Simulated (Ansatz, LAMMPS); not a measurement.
# Charge trapping in a frame of aqueous Rb+ and F-, 4.5 mol of salt per kg of water from 330 K (117 atoms), part 4 of 4

Aim: add and remove one electron in a frame of aqueous Rb+ and F-, 4.5 mol of salt per kg of water from 330 K (117 atoms), with atoms held and relaxed, and read trapping energy and localisation.

Ansatz 0.2.0; Kohn-Sham DFT, PBE+D4, PAW (set soft_2), plane waves.

The cell: 37 O, 74 H, 3 Rb and 3 F. The network of contacts between molecules at the start is that of the classical potential that made the cell. Only the Γ point is sampled, in a cell whose shortest periodic width is 11 Å. The liquid is relaxed first.

So far. Step 7 (An extra electron, levels at the relaxed geometry): An extra electron, levels at the relaxed geometry: the energy stands 2.98 eV above that of the reference. An odd electron should give 1 μB; this run ended with the carrier shared between both spins. Step 8 (Neutral at the geometry of the electron): Neutral at the geometry of the electron: the energy stands 0.00481 eV above that of the reference.

## (9) An extra hole, atoms held

The electron count changes by one with the atoms held: a vertical process, on a uniform background, with spin and a narrow Fermi–Dirac smearing. Its energy against the neutral cell hangs on the program's zero of potential.

The input, input.yaml:

```yaml
crystal:
  lattice:
    - [10.56729, 0.0, 0.0]
    - [0.0, 10.56729, 0.0]
    - [0.0, 0.0, 10.56729]
  atoms:
    [... the 117 atom lines of step 4 ...]
total_charge: 1
kpoints:
  mp_grid: { grid: [1, 1, 1] }
hamiltonian:
  xc: pbe
  dispersion: d4
scf:
  occupations: { method: fermi_dirac, width: 0.01 }
  lower_state_search: "off"
output:
  forces: true
  stress: true
  populations: true
  dos:
    method: { smearing: { sigma: 0.1 } }
    de: 0.1
    projected: { site_lists: { F: [F], H: [H], O: [O], Rb: [Rb] } }
  eigenvalues: true
  write_density: true
  write_potential: true
  volumetric_format: npy
magnetization:
  spin_polarized: true
  initial_magnetization: 1
```

On the command line:

```sh
> ansatz run input.yaml --threads 4 --pin off --max-ram 8192MiB --backend cpu --events-out ev --progress --plain --runs-dir out
```

Numbers of over 12 decimals in the logs are rounded to 6 here.

The program printed:

```text
[...]
Crystal: 117 atoms, lattice volume = 1180.024 Å³
Basis set: ecut = 420 eV, 22983 PW (Γ), exchange–correlation on 144×144×144 points (8 copies of the dense FFT grid, shifted against one another)
Bands: 289, of which v1, the nominal top of the filled ones, is band 172 counted from 1 (171 counted from 0)
Symmetry: 1 space group operations
[...]
k-points: 1
[... 9 lines on functional and potentials left out ...]
Starting moments: Σ|m| = 1 μB on 117 of 117 sites
[...]
SCF iter   1: F=—  HF=-34480.505256 eV  |F-HF|=—  |Δ(HF+E_count)|=         —  Δρ=6.25e-2 (↑5.70e-2 ↓6.25e-2)  dr2=1.76e2  dr2_m=7.42e-1  M=1.000 μB ∫|m|=1.050 μB  β_m=1.00  ethr=3.10e-3  ⟨swp⟩=6.0  Hψ=2734  notcnv=0  defer=156
[...]
SCF iter   2: F=—  HF=-34440.053177 eV  |F-HF|=—  |Δ(HF+E_count)|=         —  Δρ=3.22e-2 (↑2.73e-2 ↓3.22e-2)  dr2=4.31e1  dr2_m=7.10e-1  M=0.296 μB ∫|m|=0.429 μB  β_m=0.30  ethr=3.10e-3  ⟨swp⟩=3.0  Hψ=1080  notcnv=0  defer=216
[...]
spin=Collinear: Kerker preconditioning applied to the charge; magnetization (m = ρ↑ − ρ↓) channel mixes plain (no charge-response kernel on spin).
SCF iter   3: F=—  HF=-34435.743891 eV  |F-HF|=—  |Δ(HF+E_count)|=    4.31e0  Δρ=2.36e-2 (↑2.01e-2 ↓2.36e-2)  dr2=2.72e1  dr2_m=4.26e-1  M=0.409 μB ∫|m|=0.607 μB  β_m=0.30  ethr=3.10e-3  ⟨swp⟩=2.0  Hψ=892  notcnv=0  defer=216
SCF iter   4: F=—  HF=-34433.587853 eV  |F-HF|=—  |Δ(HF+E_count)|=    2.16e0  Δρ=1.86e-2 (↑1.68e-2 ↓1.86e-2)  dr2=2.10e1  dr2_m=1.89e-1  M=0.088 μB ∫|m|=0.195 μB  β_m=0.30  ethr=3.10e-3  ⟨swp⟩=2.0  Hψ=669  notcnv=0  defer=216
[...]
SCF iter  10: F=—  HF=-34428.460246 eV  |F-HF|=—  |Δ(HF+E_count)|=   1.77e-1  Δρ=8.38e-3 (↑5.37e-3 ↓8.38e-3)  dr2=3.16e0  dr2_m=6.43e-2  M=0.922 μB ∫|m|=0.973 μB  β_m=0.30  ethr=1.65e-3  ⟨swp⟩=2.0  Hψ=704  notcnv=0  defer=220
[...]
SCF iter  12: F=—  HF=-34428.180062 eV  |F-HF|=—  |Δ(HF+E_count)|=   5.81e-2  Δρ=5.47e-3 (↑2.79e-3 ↓5.47e-3)  dr2=1.58e0  dr2_m=6.45e-2  M=0.920 μB ∫|m|=0.989 μB  β_m=0.40  ethr=6.24e-4  ⟨swp⟩=2.0  Hψ=401  notcnv=0  defer=220
[...]
SCF iter  59: F=-34427.819011 eV  HF=-34427.819011 eV  |F-HF|=1.02e-9  |Δ(HF+E_count)|=  4.95e-10  Δρ=3.46e-7 (↑1.04e-7 ↓3.46e-7)  dr2=1.95e-9  dr2_m=3.66e-10  M=1.000 μB ∫|m|=1.074 μB  β_m=0.41  ethr=1.66e-12  ⟨swp⟩=6.0  Hψ=2360  notcnv=0
SCF iter  60: F=-34427.819011 eV  HF=-34427.819011 eV  |F-HF|=2.25e-9  |Δ(HF+E_count)|=  1.02e-10  Δρ=3.57e-7 (↑9.28e-8 ↓3.57e-7)  dr2=2.87e-9  dr2_m=3.35e-10  M=1.000 μB ∫|m|=1.074 μB  ethr=1.00e-12  ⟨swp⟩=6.0  Hψ=2383  notcnv=0
SCF 1 converged in 60 iterations: F = -34427.819011 eV  dr2 = 2.87e-9
[...]
SCF converged after 60 iterations
Magnetization: 0.9998 μB (171.9999 up, 171.0001 down)
Absolute magnetization: 1.0739 μB (∫|ρ↑−ρ↓|, with the PAW one-centre terms)
[...]
Per-site moments (μB) at R_I (Å): [(0.00653739, 0.407703), (-5.8709425358857786e-5, 0.411586), (-8.190677256774095e-5, 0.407703), (0.00986811, 0.406473), (-0.000110757, [...]
Free energy (F): -34427.819011 eV
[...]
Internal energy: -34427.801827 eV  (E = F + TS)
E sigma→0 (E₀):  -34427.810419 eV
Entropy (-TS):   -0.017185 eV (-0.147 meV/atom)
Fermi energy:    -2.198572 eV
[...]
Σ components = -34427.819011   (vs F -34427.819011, Δ=0.00e0)
--- Forces (eV/Å), atoms counted from 1 ---
  atom   1  O      0.05384393    -0.02876296     0.06154811
  atom   2  H     -0.06560968     0.01874881    -0.04976263
  atom   3  H     -0.01479583    -0.00435315    -0.05063524
  atom   4  O     -0.06349605     0.05479271    -0.05422335
[...]
atom 117  F     -0.01635530     0.04649092     0.05181986
  max |Σ_I F_I| component: 3.52e-5 eV/Å
--- Stress (GPa, compression-positive) ---
       -0.069026       0.155010       0.163604
        0.155010       0.380034      -0.118856
        0.163604      -0.118856       0.467326
  P = ⅓ Tr σ = 0.2594 GPa (2.594 kbar)
--- Band table (eV) ---
[...]
--- Löwdin populations: 117 sites ---
  site symbol       q [e]    m [muB]
     0      O      6.6779     0.0190
     1      H      0.6110    -0.0008
     2      H      0.6092    -0.0004
[...]
116      F      7.5750     0.0053
  spilling = 0.009529 (of n_electrons = 343.000000)
```

It took 76 s on 4 threads of Intel Xeon Platinum 8259CL at 2.50GHz (Skylake/Cascade Lake), shared host; peak memory 2.1 GiB.

An extra hole, atoms held: the energy stands 2.18 eV above that of the reference, with a moment of 1.00 μB.

The levels nearest the highest filled one (over half full), pooled over k-points and spins:

```
level less the highest filled one (eV)  occupation
                               -0.0658       0.999
                               -0.0349       0.984
                               -0.0178       0.916
                                     0       0.648
                                 0.008       0.454
                                  5.32           0
                                  5.33           0
                                  6.90           0
```

Spin density in the bc plane at fractional x = 0.424, with atoms of O and H and Rb and F within 0.2 Å of it.

Ten even steps from '0' (-0.16 × 1e-2 e/Å³) to '9' (9.73 × 1e-2 e/Å³), each cell a mean:
```
000000000000000000000000000000
000000000000000000000000000000
000000000000000000000000000000
000000000000000000000000000000
000000000000000000000000000000
000000000000000000000000000000
000000000000000000000000000000
000000000000000000000000000000
000000000000000000000000000000
000000000000230000000000000000
000000000000351000000000000000
000000000000000000000000000000
000000000000000000000000000000
000000000000000000000000000000
000000000000000000000000000000
000000000000000000000000000000
000000000000000000000000000000
011000000000100000000000000000
159431000000100000000000000000
034861000000000000000000000000
000110000000000000167100000000
000000000000000000178100000000
000000000000000000000000000000
000000000000000000000000000000
```
Columns run along b (10.6 Å), rows up along c (10.6 Å). Atoms in or near the plane, at fractional coordinates: O at (0.43, 0.55), H at (0.35, 0.50), H at (0.61, 0.03), O at (0.09, 0.20), H at (0.13, 0.28), H at (0.75, 0.43), Rb at (0.88, 0.99), F at (0.22, 0.42).

## (10) An extra hole, atoms relaxed

The atoms now respond to the charge; the energy gained comes from screening by the atoms, from trapping if the charge localises, and from any strain left in the reference.

Input and log are left out; they have the form of those shown for this kind of step.

The job ended after 3 min (4 threads of Intel Xeon Platinum 8259CL at 2.50GHz (Skylake/Cascade Lake), shared host; peak memory 2.1 GiB).

The relaxation converged after 4 steps, 0.0599 eV below its start, with a largest force component of 0.039 eV/Å.

An extra hole, atoms relaxed: the energy stands 2.12 eV above that of the reference, with a moment of 1.00 μB.

## (11) An extra hole, levels at the relaxed geometry

A single point at the new geometry gives levels and spin density.

input.yaml, the sections that differ from step 9:

```yaml
crystal:
  lattice:
    - [10.56729, 0.0, 0.0]
    - [0.0, 10.56729, 0.0]
    - [0.0, 0.0, 10.56729]
  atoms:
    - { symbol: O, position: [0.18672, 0.8656, 0.2412] }
    - { symbol: H, position: [0.26141, 0.83691, 0.29053] }
    - { symbol: H, position: [0.16099, 0.79597, 0.1841] }
    - { symbol: O, position: [0.89791, 0.58536, 0.75798] }
    - { symbol: H, position: [0.97432, 0.57156, 0.80987] }
    - { symbol: H, position: [0.86267, 0.49851, 0.74195] }
    [... 105 atom lines left out ...]
    - { symbol: Rb, position: [0.01131, 0.28343, 0.2346] }
    - { symbol: Rb, position: [0.20619, 0.57206, 0.48442] }
    - { symbol: Rb, position: [0.42939, 0.87864, 0.98403] }
    - { symbol: F, position: [0.11237, 0.52147, 0.89043] }
    - { symbol: F, position: [0.41131, 0.22008, 0.41993] }
    - { symbol: F, position: [0.50544, 0.59364, 0.88354] }
# total_charge, kpoints, hamiltonian, scf, output, magnetization: as in step 9
```

The program printed:

```text
[...]
Crystal: 117 atoms, lattice volume = 1180.024 Å³
Basis set: ecut = 420 eV, 22983 PW (Γ), exchange–correlation on 144×144×144 points (8 copies of the dense FFT grid, shifted against one another)
Bands: 289, of which v1, the nominal top of the filled ones, is band 172 counted from 1 (171 counted from 0)
Symmetry: 1 space group operations
[...]
k-points: 1
[... 9 lines on functional and potentials left out ...]
Starting moments: Σ|m| = 1 μB on 117 of 117 sites
[...]
SCF iter   1: F=—  HF=-34480.190356 eV  |F-HF|=—  |Δ(HF+E_count)|=         —  Δρ=6.37e-2 (↑5.68e-2 ↓6.37e-2)  dr2=1.78e2  dr2_m=1.16e0  M=1.000 μB ∫|m|=1.054 μB  β_m=1.00  ethr=3.10e-3  ⟨swp⟩=6.0  Hψ=2734  notcnv=0  defer=156
[...]
SCF iter   4: F=—  HF=-34432.861128 eV  |F-HF|=—  |Δ(HF+E_count)|=    2.56e0  Δρ=1.73e-2 (↑1.57e-2 ↓1.73e-2)  dr2=1.84e1  dr2_m=2.70e-1  M=0.131 μB ∫|m|=0.205 μB  β_m=0.30  ethr=3.10e-3  ⟨swp⟩=2.0  Hψ=690  notcnv=0  defer=216
[...]
SCF iter  15: F=—  HF=-34428.020847 eV  |F-HF|=—  |Δ(HF+E_count)|=   2.71e-2  Δρ=1.36e-2 (↑2.46e-3 ↓1.36e-2)  dr2=3.81e0  dr2_m=3.98e-1  M=0.814 μB ∫|m|=0.963 μB  β_m=0.30  ethr=3.63e-4  ⟨swp⟩=2.0  Hψ=563  notcnv=0  defer=220
[...]
spin-set hold released at iteration 15 (site moments' squared step at or under half its running peak, from the soft ceiling on): the magnetisation degrees of freedom join the quasi-Newton model from the next iteration; the mixer history was flushed
SCF iter  16: F=—  HF=-34428.069192 eV  |F-HF|=—  |Δ(HF+E_count)|=   4.83e-2  Δρ=9.51e-3 (↑2.49e-3 ↓9.51e-3)  dr2=2.25e0  dr2_m=1.88e-1  M=0.996 μB ∫|m|=1.103 μB  β_m=0.25  ethr=3.63e-4  ⟨swp⟩=2.5  Hψ=750  notcnv=0  defer=220
SCF iter  17: F=—  HF=-34427.982135 eV  |F-HF|=—  |Δ(HF+E_count)|=   8.71e-2  Δρ=6.86e-3 (↑1.66e-3 ↓6.86e-3)  dr2=9.39e-1  dr2_m=1.12e-1  M=0.935 μB ∫|m|=1.041 μB  β_m=0.20  ethr=3.63e-4  ⟨swp⟩=2.0  Hψ=638  notcnv=0  defer=220
[...]
SCF iter  64: F=-34427.878898 eV  HF=-34427.878898 eV  |F-HF|=2.87e-9  |Δ(HF+E_count)|=  1.02e-10  Δρ=4.01e-7 (↑8.49e-8 ↓4.01e-7)  dr2=3.48e-9  dr2_m=4.20e-10  M=1.000 μB ∫|m|=1.075 μB  β_m=0.43  ethr=1.65e-12  ⟨swp⟩=5.5  Hψ=2079  notcnv=0
SCF iter  65: F=-34427.878898 eV  HF=-34427.878898 eV  |F-HF|=2.11e-9  |Δ(HF+E_count)|=  3.20e-10  Δρ=3.15e-7 (↑4.87e-8 ↓3.15e-7)  dr2=2.54e-9  dr2_m=2.62e-10  M=1.000 μB ∫|m|=1.075 μB  ethr=1.01e-12  ⟨swp⟩=6.0  Hψ=2277  notcnv=0
SCF 1 converged in 65 iterations: F = -34427.878898 eV  dr2 = 2.54e-9
[...]
SCF converged after 65 iterations
Magnetization: 0.9999 μB (172.0000 up, 171.0000 down)
Absolute magnetization: 1.0759 μB (∫|ρ↑−ρ↓|, with the PAW one-centre terms)
[...]
Per-site moments (μB) at R_I (Å): [(0.00530471, 0.408232), (-3.6967707249450763e-5, 0.409727), (-7.126496956187285e-5, 0.408232), (0.0063141, 0.407083), (-6.168877803084117e-5, 0.407083), [...]
Free energy (F): -34427.878898 eV
[...]
Internal energy: -34427.864224 eV  (E = F + TS)
E sigma→0 (E₀):  -34427.871561 eV
Entropy (-TS):   -0.014674 eV (-0.125 meV/atom)
Fermi energy:    -2.113221 eV
[...]
Σ components = -34427.878898   (vs F -34427.878898, Δ=0.00e0)
--- Forces (eV/Å), atoms counted from 1 ---
  atom   1  O     -0.01453097     0.00655535     0.00536333
  atom   2  H      0.00212469     0.00109592    -0.00861675
  atom   3  H      0.00579862     0.00005161    -0.00551545
  atom   4  O      0.00524285    -0.00889051     0.00200061
[...]
atom 117  F      0.00688777     0.00784876     0.00640410
  max |Σ_I F_I| component: 4.04e-5 eV/Å
--- Stress (GPa, compression-positive) ---
       -0.169612       0.173367       0.164282
        0.173367       0.248317      -0.097463
        0.164282      -0.097463       0.368366
  P = ⅓ Tr σ = 0.1490 GPa (1.490 kbar)
--- Band table (eV) ---
[...]
--- Löwdin populations: 117 sites ---
  site symbol       q [e]    m [muB]
     0      O      6.6807     0.0151
     1      H      0.6089    -0.0009
     2      H      0.6096    -0.0003
[...]
116      F      7.5745     0.0031
  spilling = 0.009492 (of n_electrons = 343.000000)
```

The job ended after 79 s (4 threads; peak memory 2.1 GiB).

An extra hole, levels at the relaxed geometry: the energy stands 2.12 eV above that of the reference, with a moment of 1.00 μB.

The levels nearest the highest filled one (over half full), pooled over k-points and spins:

```
level less the highest filled one (eV)  occupation
                               -0.0861           1
                               -0.0478       0.994
                               -0.0377       0.985
                                     0       0.601
                                0.0074       0.419
                                  5.23           0
                                  5.24           0
                                  6.80           0
```

Spin density in the bc plane at fractional x = 0.427, with atoms of O and H and Rb and F within 0.2 Å of it.

Ten even steps from '0' (0.00 e/Å³) to '9' (0.13 e/Å³), each cell a mean:
```
000000000000000000000000000000
000000000000000000000000000000
000000000000000000000000000000
000000000000000000000000000000
000000000000000000000000000000
000000000000000000000000000000
000000000000000000000000000000
000000000000000000000000000000
000000000000000000000000000000
000000000000120000000000000000
000000000000230000000000000000
000000000000000000000000000000
000000000000000000000000000000
000000000000000000000000000000
000000000000000000000000000000
000000000000000000000000000000
000000000000000000000000000000
012000000000000000000000000000
159441000000100000000000000000
023851000000000000000000000000
000110000000000000176100000000
000000000000000000176100000000
000000000000000000000000000000
000000000000000000000000000000
```
Columns run along b (10.6 Å), rows up along c (10.6 Å). Atoms in or near the plane, at fractional coordinates: O at (0.43, 0.55), H at (0.35, 0.51), H at (0.61, 0.03), O at (0.09, 0.20), H at (0.13, 0.29), H at (0.75, 0.43), Rb at (0.88, 0.98), F at (0.22, 0.42).

## (12) Neutral at the geometry of the hole

The neutral cell at the new geometry gives the energy of that geometry without the charge.

Input and log are left out; they have the form of those shown for this kind of step.

Run time: 14 s. Hardware: 4 threads of Intel Xeon Platinum 8259CL at 2.50GHz (Skylake/Cascade Lake), shared host; peak memory 1.4 GiB.

Neutral at the geometry of the hole: the energy stands 0.0805 eV above that of the reference.

## (13) Energies and spread of the extra charge

Energies are differences within one cell and functional; the shift is the gain plus the neutral cell's energy at the new geometry, that is how much cheaper the vertical process becomes there. The spread is the participation number of the site moments (1/Σw², over the spin inside atomic spheres), with the atom that holds the largest share and the spin that the spheres hold in all.

```
 carrier  charged less neutral, atoms held (eV)  gain on relaxing (eV)  neutral cell at that geometry, less the reference (eV)  shift of the vertical energy (eV)      spread, atoms held         spread, relaxed
electron                                  2.990                  0.007                                                   0.005                              0.012                       -                       -
    hole                                  2.176                  0.060                                                   0.080                              0.140  26; O79 7 % of 0.36 μB  19; O79 9 % of 0.36 μB
```

## (14) Findings

The extra electron gains 0.0071 eV as the atoms relax: so small a gain shows no trapping at this level. The cell with the electron keeps a moment of only 0.00 μB where one unpaired electron should give 1 μB: the carrier is shared between both spins, which can hide trapping. The extra hole gains 0.060 eV as the atoms relax, and its spin goes from about 26 to 19 atoms: it stays spread out at this level. The hole is shared among 2 partly filled levels, as near-degenerate levels under the smearing give, and as self-interaction favours. With the atoms held, the spheres hold only 0.36 of the 1.00 μB, so the spread is read from a small part of the spin. Adding the two vertical energies gives 5.17 eV, against a gap of 5.08 eV in the neutral cell. The zero of the potential cancels in this sum; the excess isn't taken apart here: charging of a small cell, filling of bands on a coarse mesh and the attraction to the background can all enter.

Caveats: Single energies of charged cells hang on the program's zero of potential. In the spin-polarised runs the search for a state of lower energy was switched off. No distortion was seeded, so a trapped state behind a barrier can't be found. Local and semilocal functionals favour spread-out charges, so trapping can be missed. The program warns that the dispersion model switches its C6 values near this geometry, which can put artefacts into forces and pressure. The density was typed from a rule of thumb and may lie off the real one at this temperature. Charged cells carry a uniform background, with no correction for images.

The DFT runs together took 13 min of wall time.

[Logs are printed without paths, hosts, clocks, repeated set-up lines and the standing remarks that a program may print on its own settings, such as how far it seeks lower states.]

[Hosts, paths, dates, database ids (printed as entryN), source tags and the programs' standing remarks are cut or masked in the printed files.]
